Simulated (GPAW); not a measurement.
## SiC (P6_3mc): how ε∞ follows the gap

The empty bands of SiC (P6_3mc) are shifted up rigidly by Δ, and ε∞ along x is computed for each shift. x, y and z are the Cartesian axes of the input cell.

Symmetry: P6_3mc, No. 186, hexagonal system. Conventional cell: a = 3.076 Å, b = 3.076 Å, c = 5.048 Å, α = 90.00°, β = 90.00°, γ = 120.00°. Si on site b has 4 C at 1.87 to 1.94 Å as nearest neighbours. C on site b is surrounded by 4 Si at 1.87 to 1.94 Å.

Method: GPAW 26.7.0, PBE, RPA, k-mesh 12×12×7, local fields up to 70 eV, Lorentzian half width 0.12 eV.

Launch of the response step: `OMP_NUM_THREADS=1 python df.py`. The series took 4.1 min in all, its band step included, on 1 thread of Arm Neoverse V1, on a shared host.

```
Δ (eV)  ε∞ along x
  0.00       6.546
  0.25       6.378
  0.50       6.218
  0.75       6.069
  1.00       5.928
  1.50       5.671
  2.00       5.440
  3.00           ?
```

With one effective transition at E₀ and fixed dipole strength, ε∞ − 1 = A/(E₀ + Δ), so 1/(ε∞ − 1) is linear in Δ.

Working, on the rows shown:

| x = Δ (eV) | y = 1/(ε∞ − 1) |
| --- | --- |
| 0 | 0.18031 |
| 0.25 | 0.185943 |
| 0.5 | 0.191644 |
| 0.75 | 0.197278 |
| 1 | 0.202922 |
| 1.5 | 0.214087 |
| 2 | 0.225225 |

Means: x̄ = 0.85714, ȳ = 0.19963. Σ(x − x̄)(y − ȳ) = 0.06699, Σ(x − x̄)² = 2.982. Slope = 0.06699 / 2.982 = 0.02246; intercept = ȳ − slope · x̄ = 0.18038. Turned back into ε∞ along x, the line misses the rows shown by at most 0.002.

Q: What does the fit predict for the withheld row, and how well does it do?

A: At x = 3 the line gives y = 0.24777, that is 5.036. The run gave 5.044, so the extrapolation is off by 0.0079, 0.5 % of the range in the table.

Refitted with all rows, the slope is 0.02233 and the intercept 0.18046. These give E₀ = intercept/slope = 8.1 eV, far above the least direct gap of 4.07 eV: most of the screening comes from transitions well over the edge. Over the first step ε∞ falls by 10 % per eV. The measured fundamental gap is 3.33 eV (arxiv:2009.14696 (2020)), against 2.31 eV for the same gap here, so it asks for Δ = 1.02 eV, where the line gives ε∞ = 5.92. Excitons are left out; PBE gaps are as a rule too small. The values come from a sum over the points of one k-mesh and carry its error, which grows as the direct gap shrinks.

[Logs are printed without paths, hosts, clocks, repeated set-up lines and the standing remarks that a program may print on its own settings, such as how far it seeks lower states.]
